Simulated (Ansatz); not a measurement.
## Lattice dynamics of ThCl4 (I4_1/amd)

How does ThCl4 (I4_1/amd) vibrate, and is this structure a minimum?

Program: Ansatz 0.2.0. Level of theory: DFT PBEsol, scalar-relativistic, plane waves, PAW. Results are calculated unless marked as measured.

This is a report of a sequence of runs, with most program output left out.

### 1. Starting point

The structure is tetragonal, space group I4_1/amd (No. 141). Conventional cell: a = 8.486 Å, b = 8.486 Å, c = 7.465 Å, α = 90.00°, β = 90.00°, γ = 90.00°. Nearest to Th lie 8 Cl at 2.72 to 2.90 Å. Nearest to Cl lie 2 Th at 2.72 to 2.90 Å. Farther neighbours and most contacts between anions are not listed.

### 2. Relaxation

The volume is held at the value of the starting cell, while the atoms and the shape relax as far as symmetry allows.

input.yaml reads:

```yaml
crystal:
  lattice:
    - [-4.243, 4.243, 3.7325]
    - [4.243, -4.243, 3.7325]
    - [4.243, 4.243, -3.7325]
  atoms:
    - { symbol: Th, position: [0.75, 0.25, 0.5] }
    - { symbol: Th, position: [0.0, 0.0, 0.0] }
    - { symbol: Cl, position: [0.2375, 0.9242, 0.3133] }
    - { symbol: Cl, position: [0.6742, 0.8609, 0.1867] }
    - { symbol: Cl, position: [0.6109, 0.9242, 0.6867] }
    - { symbol: Cl, position: [0.6742, 0.4875, 0.8133] }
    - { symbol: Cl, position: [0.5125, 0.3258, 0.1867] }
    - { symbol: Cl, position: [0.0758, 0.7625, 0.6867] }
    - { symbol: Cl, position: [0.1391, 0.3258, 0.8133] }
    - { symbol: Cl, position: [0.0758, 0.3891, 0.3133] }
kpoints:
  mp_grid: { grid: [4, 4, 4] }
hamiltonian:
  xc: pbesol
scf:
  occupations: { method: gaussian, width: 0.02 }
output:
  forces: true
  stress: true
  eigenvalues: true
relax:
  adjacent_minimum: "off"
  f_tol: 0.005
  max_steps: 80
  cell: { stress_tol: 0.05, fix: [volume] }
```

Run with:

```sh
$ ansatz run input.yaml --threads 16 --pin off --max-ram 61440MiB --backend cuda --events-out ev --progress --plain --runs-dir out
```

It took 2.7 s on 1 × NVIDIA GB200 with 16 threads of Arm Neoverse V2, shared host; peak memory 1.1 GiB.

Relaxation path:

| step | energy less that of the first step (eV) | largest force component (eV/Å) | pressure (GPa) | volume (Å³) |
| --- | --- | --- | --- | --- |
| 1 | 0.0000 | 0.0959 | -0.67 | 268.79 |
| 2 | -0.0048 | 0.0746 | 0.15 | 268.79 |
| 3 | -0.0089 | 0.0163 | -0.15 | 268.79 |
| 4 | -0.0091 | 0.0042 | -0.15 | 268.79 |
| 5 | -0.0091 | 0.0042 | -0.15 | 268.79 |

The log counts 1 steps on a newly chosen plane-wave basis, not all of them marked here; energy and pressure can jump at such steps.

Forces are held to the 16 operations that the run works with; a distortion that breaks them can't arise in this run.

| conventional cell, symmetrised | before | after | change |
| --- | --- | --- | --- |
| a (Å) | 8.486 | 8.455 | -0.4 % |
| b (Å) | 8.486 | 8.455 | -0.4 % |
| c (Å) | 7.465 | 7.521 | +0.7 % |
| volume (Å³/atom) | 26.88 | 26.88 | -0.0 % |

The atoms that moved most (Å, as changes of fractional coordinates times the final cell):

| atom | dx | dy | dz | length |
| --- | --- | --- | --- | --- |
| Cl5 | 0.000 | -0.009 | 0.025 | 0.026 |
| Cl7 | 0.000 | -0.009 | -0.025 | 0.026 |
| Cl8 | -0.009 | 0.000 | -0.025 | 0.026 |
| Cl10 | 0.009 | 0.000 | -0.025 | 0.026 |
| Cl6 | 0.009 | 0.000 | 0.025 | 0.026 |
| Cl3 | 0.000 | 0.009 | 0.025 | 0.026 |
| Cl9 | 0.000 | 0.009 | -0.025 | 0.026 |
| Cl4 | -0.009 | 0.000 | 0.025 | 0.026 |

This step gave:

| Item | Value |
| --- | --- |
| pressure | -0.1521 GPa |
| gap on the k-mesh | 3.724 eV |
| volume per atom | 26.88 Å³ |
| direct gap on mesh | 3.758 eV |

In this step the volume went from 26.88 to 26.88 Å³/atom.

### 3. Tight relaxation

At the same fixed volume the relaxation is repeated with tight tolerances, on the k mesh and occupations of the phonon run that follows.

input.yaml reads:

```yaml
crystal:
  lattice:
    - [-4.2272723227, 4.2272723227, 3.7603253944]
    - [4.2272723227, -4.2272723227, 3.7603253944]
    - [4.2272723227, 4.2272723227, -3.7603253944]
  atoms:
    - { symbol: Th, position: [0.75, 0.25, 0.5] }
    - { symbol: Th, position: [0.0, 0.0, 0.0] }
    - { symbol: Cl, position: [0.2419013605, 0.9274876475, 0.314413713] }
    - { symbol: Cl, position: [0.6774876475, 0.8630739345, 0.185586287] }
    - { symbol: Cl, position: [0.6130739345, 0.9274876475, 0.685586287] }
    - { symbol: Cl, position: [0.6774876475, 0.4919013605, 0.814413713] }
    - { symbol: Cl, position: [0.5080986395, 0.3225123525, 0.185586287] }
    - { symbol: Cl, position: [0.0725123525, 0.7580986395, 0.685586287] }
    - { symbol: Cl, position: [0.1369260655, 0.3225123525, 0.814413713] }
    - { symbol: Cl, position: [0.0725123525, 0.3869260655, 0.314413713] }
kpoints:
  mp_grid: { grid: [4, 4, 4] }
hamiltonian:
  xc: pbesol
scf:
  occupations: { method: fixed }
output:
  forces: true
  stress: true
  eigenvalues: true
relax:
  adjacent_minimum: "off"
  f_tol: 0.001
  max_steps: 60
  cell: { stress_tol: 0.01, fix: [volume] }
```

The job ended after 2.1 s (1 × NVIDIA GB200 with 16 threads; peak memory 1.2 GiB).

Little changed from the start: no atom moved by 0.005 Å and no cell edge by 0.1 %.

Numbers from this step:

```
pressure           : -0.1446 GPa
direct gap on mesh : 3.759 eV
```

The largest force component left is 0.54 meV/Å. The volume is held at 26.88 Å³/atom, so a pressure of -0.14 GPa remains at this level.

### 4. Modes at Γ

The zone centre comes first: it holds the modes that light can see, as far as symmetry allows. The response to a homogeneous field gives the Born charges and the dielectric tensor.

input.yaml reads:

```yaml
crystal:
  lattice:
    - [-4.2268708741, 4.2268708741, 3.7610397048]
    - [4.2268708741, -4.2268708741, 3.7610397048]
    - [4.2268708741, 4.2268708741, -3.7610397048]
  atoms:
    - { symbol: Th, position: [0.75, 0.25, 0.5] }
    - { symbol: Th, position: [0.0, 0.0, 0.0] }
    - { symbol: Cl, position: [0.2421103763, 0.9275988594, 0.3145115169] }
    - { symbol: Cl, position: [0.6775988594, 0.8630873425, 0.1854884831] }
    - { symbol: Cl, position: [0.6130873425, 0.9275988594, 0.6854884831] }
    - { symbol: Cl, position: [0.6775988594, 0.4921103763, 0.8145115169] }
    - { symbol: Cl, position: [0.5078896237, 0.3224011406, 0.1854884831] }
    - { symbol: Cl, position: [0.0724011406, 0.7578896237, 0.6854884831] }
    - { symbol: Cl, position: [0.1369126575, 0.3224011406, 0.8145115169] }
    - { symbol: Cl, position: [0.0724011406, 0.3869126575, 0.3145115169] }
kpoints:
  mp_grid: { grid: [4, 4, 4] }
hamiltonian:
  xc: pbesol
scf:
  occupations: { method: fixed }
output:
  eigenvalues: true
phonons:
  method: dfpt
  dielectric: true
  rigid_motions: translations
```

Elapsed: 8.2 s, on 1 × NVIDIA GB200 with 16 threads; peak memory 3 GiB; 59 s of CPU time.

This step gave:

```
sum-rule residual before enforcement                    : 8.77e-5 eV/Å²
miss of the charge sum rule                             : 2.05e-5 e
point group                                             : 4/mmm
highest optical mode at the zone centre (no LO-TO term) : 310.6 cm⁻¹
lowest optical zone-centre mode                         : 28.94 cm⁻¹
mean high-frequency dielectric constant                 : 3.904
largest Born charge (third of the trace)                : 5.202 e
mean static dielectric constant                         : 10.05
top of the zone-centre spectrum with the field          : 310.6 cm⁻¹
```

Without the LO-TO term. Patterns of degenerate modes are one choice out of their space. Modes at Γ, with each element's share of the kinetic energy:

| mode | frequency (cm⁻¹) | symmetry | Th % | Cl % |
| --- | --- | --- | --- | --- |
| 1 | 0.0 | acoustic | 62 | 38 |
| 2 | 0.0 | acoustic | 62 | 38 |
| 3 | 0.0 | acoustic | 62 | 38 |
| 4 | 28.9 | B1u | 0 | 100 |
| 5 | 48.5 | B2g | 0 | 100 |
| 6 | 51.1 | Eg | 1 | 99 |
| 7 | 51.1 | Eg | 1 | 99 |
| 8 | 63.5 | A2g | 0 | 100 |
| 9 | 70.0 | B1g | 96 | 4 |
| 10 | 91.4 | Eu | 21 | 79 |
| 11 | 91.4 | Eu | 21 | 79 |
| 12 | 101.7 | Eg | 77 | 23 |
| 13 | 101.7 | Eg | 77 | 23 |
| 14 | 117.1 | A1u | 0 | 100 |
| 15 | 147.4 | Eu | 0 | 100 |
| 16 | 147.4 | Eu | 0 | 100 |
| 17 | 164.6 | A2u | 31 | 69 |
| 18 | 176.7 | A1g | 0 | 100 |
| 19 | 179.8 | Eg | 8 | 92 |
| 20 | 179.8 | Eg | 8 | 92 |
| 21 | 189.4 | B2u | 0 | 100 |
| 22 | 202.3 | B1g | 4 | 96 |
| 23 | 213.8 | Eu | 17 | 83 |
| 24 | 213.8 | Eu | 17 | 83 |
| 25 | 252.2 | A2u | 7 | 93 |
| 26 | 253.8 | Eg | 14 | 86 |
| 27 | 253.8 | Eg | 14 | 86 |
| 28 | 270.0 | B1g | 0 | 100 |
| 29 | 288.8 | A1g | 0 | 100 |
| 30 | 310.6 | B2u | 0 | 100 |

Displacements in mode 4 (28.9 cm⁻¹), the largest set to 1:
```
Th1  0.00  0.00  0.00
Th2  0.00  0.00  0.00
Cl3  1.00  0.00  0.00
Cl4  0.00 -1.00  0.00
Cl5 -1.00  0.00  0.00
Cl6  0.00  1.00  0.00
Cl7  1.00  0.00  0.00
Cl8  0.00  1.00  0.00
Cl9 -1.00  0.00  0.00
Cl10 0.00 -1.00  0.00
```

Displacements in mode 9 (70.0 cm⁻¹), the largest set to 1:
```
Th1  0.00  0.00  1.00
Th2  0.00  0.00 -1.00
Cl3  0.00  0.14  0.21
Cl4  0.14  0.00 -0.21
Cl5  0.00 -0.14  0.21
Cl6 -0.14  0.00 -0.21
Cl7  0.00 -0.14 -0.21
Cl8  0.14  0.00  0.21
Cl9  0.00  0.14 -0.21
Cl10-0.14  0.00  0.21
```

Optical modes at the zone centre, without and with the macroscopic field of the longitudinal modes; each column is sorted by frequency, so a row need not hold one and the same mode. Modes with and without the field, by row:

| rank among optical modes | no field (cm⁻¹) | q along (1, 0, 0) (cm⁻¹) | q along (0, 0, 1) (cm⁻¹) |
| --- | --- | --- | --- |
| 1 | 28.9 | 28.9 | 28.9 |
| 2 | 48.5 | 48.5 | 48.5 |
| 3 | 51.1 | 51.1 | 51.1 |
| 4 | 51.1 | 51.1 | 51.1 |
| 5 | 63.5 | 63.5 | 63.5 |
| 6 | 70 | 70 | 70 |
| 7 | 91.4 | 91.4 | 91.4 |
| 8 | 91.4 | 101.7 | 91.4 |
| 9 | 101.7 | 101.7 | 101.7 |
| 10 | 101.7 | 104.9 | 101.7 |
| 11 | 117.1 | 117.1 | 117.1 |
| 12 | 147.4 | 147.4 | 147.4 |
| 13 | 147.4 | 161.7 | 147.4 |
| 14 | 164.6 | 164.6 | 176.7 |
| 15 | 176.7 | 176.7 | 179.8 |
| 16 | 179.8 | 179.8 | 179.8 |
| 17 | 179.8 | 179.8 | 189.4 |
| 18 | 189.4 | 189.4 | 202.3 |
| 19 | 202.3 | 202.3 | 213.8 |
| 20 | 213.8 | 213.8 | 213.8 |
| 21 | 213.8 | 252.2 | 221.8 |
| 22 | 252.2 | 253.8 | 252.7 |
| 23 | 253.8 | 253.8 | 253.8 |
| 24 | 253.8 | 270 | 253.8 |
| 25 | 270 | 288.8 | 270 |
| 26 | 288.8 | 289.9 | 288.8 |
| 27 | 310.6 | 310.6 | 310.6 |

Born charge (rows field, columns displacement) (e), principal values of the symmetric part by kind of site:

```csv
atom,atoms with these values,low,middle,high,mean
Th1,2,4.11,5.75,5.75,5.20
Cl3,8,-2.59,-0.87,-0.44,-1.30
```

In full for Th1:

```
5.75 0.00 0.00
0.00 5.75 0.00
0.00 0.00 4.11
```

High-frequency dielectric tensor:

```
4.04 0.00 0.00
0.00 4.04 0.00
0.00 0.00 3.63
```

Static dielectric tensor (ions relaxed, fixed cell):

```
11.76  0.00  0.00
 0.00 11.76  0.00
 0.00  0.00  6.62
```

Transverse modes. Infrared lines, with heights relative to the strongest:

| position (cm⁻¹) | relative intensity |
| --- | --- |
| 29 | 0.0 |
| 48 | 0.0 |
| 51 | 0.0 |
| 64 | 0.0 |
| 70 | 0.0 |
| 91 | 25 |
| 102 | 0.0 |
| 117 | 0.0 |
| 147 | 32 |
| 165 | 34 |
| 177 | 0.0 |
| 180 | 0.0 |
| 189 | 0.0 |
| 202 | 0.0 |
| 214 | 100 |
| 252 | 0.1 |
| 254 | 0.0 |
| 270 | 0.0 |
| 289 | 0.0 |
| 311 | 0.0 |

Before it was imposed, the acoustic sum rule was missed by 8.8e-5 eV/Å² and the charge sum rule by 2.1e-5 e. Small misses are needed for a sound result but don't prove that mesh and cutoff are converged. The lowest optical mode is real, 28.9 cm⁻¹.

### 5. The dispersion

Stability and thermal properties need the whole zone. Linear response on a 2×2×2 q mesh gives force constants as far as a supercell of that size would, and the tensors from the zone-centre run are typed in so that the long-range dipole term is interpolated apart.

input.yaml, the sections that differ from step 4:

```yaml
phonons:
  method: dfpt
  qmesh: [2, 2, 2]
  temperatures: { t_max: 400, t_step: 50 }
  qpath:
    path:
      - [[0.0, 0.0, 0.0], [0.0, 0.0, 0.5], [-0.5, 0.5, 0.5], [0.0, 0.0, 0.0], [0.44793285, 0.44793285, -0.44793285], [0.25, 0.25, 0.25], [0.0, 0.5, 0.0], [-0.44793285, 0.55206715, 0.44793285], [-0.5, 0.5, 0.5]]
      - [[0.0, 0.0, 0.5], [0.25, 0.25, 0.25]]
    npoints: 10
  non_analytic_term:
    high_frequency_dielectric_tensor: [[4.0403, 0.0, 0.0], [0.0, 4.0403, 0.0], [0.0, 0.0, 3.6323]]
    born_effective_charges:
      - { species: Th, tensor: [[5.7506, 0.0, 0.0], [0.0, 5.7506, 0.0], [0.0, 0.0, 4.1057]] }
      - { species: Th, tensor: [[5.7506, 0.0, 0.0], [0.0, 5.7506, 0.0], [0.0, 0.0, 4.1057]] }
      - { species: Cl, tensor: [[-0.4379, 0.0, 0.0], [0.0, -2.4375, -0.4646], [0.0, -0.5161, -1.0264]] }
      - { species: Cl, tensor: [[-2.4375, 0.0, 0.4646], [0.0, -0.4379, 0.0], [0.5161, 0.0, -1.0264]] }
      - { species: Cl, tensor: [[-0.4379, 0.0, 0.0], [0.0, -2.4375, 0.4646], [0.0, 0.5161, -1.0264]] }
      - { species: Cl, tensor: [[-2.4375, 0.0, -0.4646], [0.0, -0.4379, 0.0], [-0.5161, 0.0, -1.0264]] }
      - { species: Cl, tensor: [[-0.4379, 0.0, 0.0], [0.0, -2.4375, -0.4646], [0.0, -0.5161, -1.0264]] }
      - { species: Cl, tensor: [[-2.4375, 0.0, -0.4646], [0.0, -0.4379, 0.0], [-0.5161, 0.0, -1.0264]] }
      - { species: Cl, tensor: [[-0.4379, 0.0, 0.0], [0.0, -2.4375, 0.4646], [0.0, 0.5161, -1.0264]] }
      - { species: Cl, tensor: [[-2.4375, 0.0, 0.4646], [0.0, -0.4379, 0.0], [0.5161, 0.0, -1.0264]] }
    source: "zone-centre run at this cell"
# crystal, kpoints, hamiltonian, scf, output: as in step 4
```

It took 9.2 s on 1 × NVIDIA GB200 with 16 threads; peak memory 2.6 GiB.

This step gave:

```yaml
sum_rule_residual_before_enforcement: 1.36e-5 eV/Å²
lowest_frequency_on_the_path: -7.738 cm⁻¹
highest_frequency_on_the_path_or_at_a_solved_wavevector: 310.7 cm⁻¹
lowest_mode_on_the_q_mesh_acoustic_modes_at_gamma_apart: 21.58 cm⁻¹
```

Frequencies (cm⁻¹) solved at each irreducible wavevector; negative means imaginary. Frequencies by wavevector, by row:

```
q in reciprocal lattice units  star  mode 1  mode 2  mode 3  mode 4  mode 28  mode 29  mode 30
                        0 0 0     1       0       0       0    28.9      270    288.8    310.6
                     0 0 -0.5     2    42.8    42.8    53.7    53.7    267.7      302      302
                     0 -0.5 0     4    21.6    28.8    40.7    52.6    281.3    287.4    300.3
               -0.5 -0.5 -0.5     1      35      35    55.7    55.7    278.3    295.8    295.8
```

Interpolated from a 2×2×2 q mesh, with the LO-TO term (at Γ the limit along the path; where Γ stands inside the path, tables give the limit on arrival). The phonon branches at the labelled points (cm⁻¹):

```
    point  branch 1  branch 2  branch 3  branch 4  branch 27  branch 28  branch 29  branch 30
        Γ         0         0         0        29        270        289        290        311
  halfway        25        41        41        50        269        279        296        309
        X        43        43        54        54        268        268        302        302
  halfway        49        49        54        54        278        278        298        298
        M        35        35        56        56        278        278        296        296
  halfway        30        37        48        52        270        282        298        304
        Γ         0         0         0        29        270        289        290        311
  halfway        -8        23        23        46        261        277        285        309
        Z        36        36        47        57        276        280        292        299
  halfway        31        44        48        54        272        283        288        300
        P        34        34        49        49        283        283        284        284
  halfway        26        42        42        52        270        282        286        297
        N        22        29        41        53        270        281        287        300
  halfway        28        34        48        55        272        282        287        302
       Z1        36        36        47        57        276        280        292        299
  halfway        35        35        52        56        277        279        294        297
        M        35        35        56        56        278        278        296        296
jump to X        43        43        54        54        268        268        302        302
  halfway        40        40        47        47        273        273        296        296
        P        34        34        49        49        283        283        284        284
```

Tetrahedra on a 12×12×12 mesh, mean over bins of 5 cm-1. Interpolated from a 2×2×2 q mesh. Phonon density of states against wavenumber; read off at these points:

```
wavenumber (cm⁻¹)  phonon density of states (1/cm⁻¹/cell)
               -8                                  2.1e-4
                2                                 0.00164
               12                                  0.0121
               28                                  0.0636
               38                                   0.118
               48                                   0.129
               52                                   0.247
               58                                   0.189
               68                                   0.237
               82                                   0.104
               92                                   0.113
              102                                  0.0935
              112                                   0.148
              122                                 0.00379
              138                                       0
              148                                   0.128
              158                                   0.113
              168                                  0.0518
              178                                   0.342
              182                                   0.168
              192                                  0.0702
              198                                   0.157
              202                                  0.0282
              212                                  0.0632
              222                                  0.0526
              238                                  0.0659
              248                                  0.0106
              258                                   0.200
              268                                   0.113
              278                                  0.0777
              292                                  0.0532
              302                                  0.0931
              312                                 0.00571
```

The partial phonon density of states has structure finer than the step of the table below, so its rows give means over 10 cm⁻¹, whole bins alone (the curve runs from -16.7 to 330 cm⁻¹). Peaks (cm⁻¹: height): Cl 64.0: 0.202, 116.3: 0.0946, 149.0: 0.133, 177.4: 0.294, 197.0: 0.120, 255.9: 0.184, 282.0: 0.128; Th 42.2: 0.0691, 55.3: 0.0710, 68.4: 0.0619, 90.2: 0.0550, 114.2: 0.0753, 177.4: 0.0160, 255.9: 0.0197.

Phonopy on the run's constants, 11x11x9 mesh, Gaussian sigma 2.5 cm-1. Interpolated from a 2×2×2 q mesh. Table of partial phonon density of states by wavenumber; means over each step; values in 1/cm⁻¹/cell:

```csv
wavenumber (cm⁻¹),Cl,Th
-10,4.6e-4,1.1e-5
0,0.00128,3.1e-4
10,0.00710,0.00263
20,0.0256,0.0101
30,0.0477,0.0309
40,0.0667,0.0613
50,0.129,0.0575
60,0.164,0.0533
70,0.157,0.0560
80,0.0678,0.0360
90,0.0689,0.0518
100,0.0639,0.0444
110,0.0644,0.0539
120,0.0444,0.0333
130,1.8e-4,1.9e-4
140,0.0161,3.5e-4
150,0.113,0.00473
160,0.0637,0.00569
170,0.136,0.00658
180,0.229,0.0143
190,0.115,0.00999
200,0.0787,0.00527
210,0.0277,0.00487
220,0.0532,0.00754
230,0.0435,0.00395
240,0.0491,0.00347
250,0.0672,0.00711
260,0.126,0.0114
270,0.0933,0.00574
280,0.103,0.00497
290,0.0680,0.00587
300,0.0772,0.00544
310,0.0314,0.00102
320,3.0e-4,3.8e-6
```

Symmetry leaves 4 wavevectors to solve. The lowest mode among them, the acoustic zeros apart, lies at q = (0, -0.5, 0) and is real, 21.6 cm⁻¹. Between them the interpolated path dips to 8i cm⁻¹.

### 6. Summary of results

```yaml
space_group_after_relaxation_within_0p01_a: I4_1/amd
volume_per_atom: 26.9 Å³
gap_on_the_k_mesh: 3.72 eV
highest_optical_mode_at_the_zone_centre_no_lo_to_term: 311 cm⁻¹
top_of_the_zone_centre_spectrum_with_the_field: 311 cm⁻¹
lowest_optical_zone_centre_mode: 28.9 cm⁻¹
mean_high_frequency_dielectric_constant: 3.90
mean_static_dielectric_constant: 10.0
largest_born_charge_third_of_the_trace: 5.20 e
lowest_mode_on_the_q_mesh_acoustic_modes_at_gamma_apart: 21.6 cm⁻¹
highest_frequency_on_the_path_or_at_a_solved_wavevector: 311 cm⁻¹
imaginary_modes_on_the_2x2x2_q_mesh: none
```

**Reading.** No mode is imaginary at the 4 irreducible wavevectors solved, but between them the interpolated path dips to 7.7i cm⁻¹, so stability is not settled. Without the field, the optical modes at Γ span 29 to 311 cm⁻¹. The highest mode in this list at Γ, 310.6 cm⁻¹, is mostly motion of Cl (100 % of the kinetic energy). The macroscopic field leaves the top of the zone-centre spectrum where it is. Lattice motion raises the mean dielectric constant from 3.904 to 10.05. The strongest infrared line is at 214 cm⁻¹. The volume was held at that of the database entry and not relaxed, so the modes belong to a cell under -0.14 GPa at this level. The program warns that the interpolation holds no quadrupole term, so branches close to Γ can be off in this crystal. Spin-orbit coupling is left out, which can matter for the heavy elements here. These are harmonic frequencies at zero temperature: anharmonic shifts, linewidths and thermal expansion are left out.

[Logs are printed without paths, hosts, clocks, repeated set-up lines and the standing remarks that a program may print on its own settings, such as how far it seeks lower states.]

[Hosts, paths, dates, database ids (printed as entryN), source tags and the programs' standing remarks are cut or masked in the printed files.]
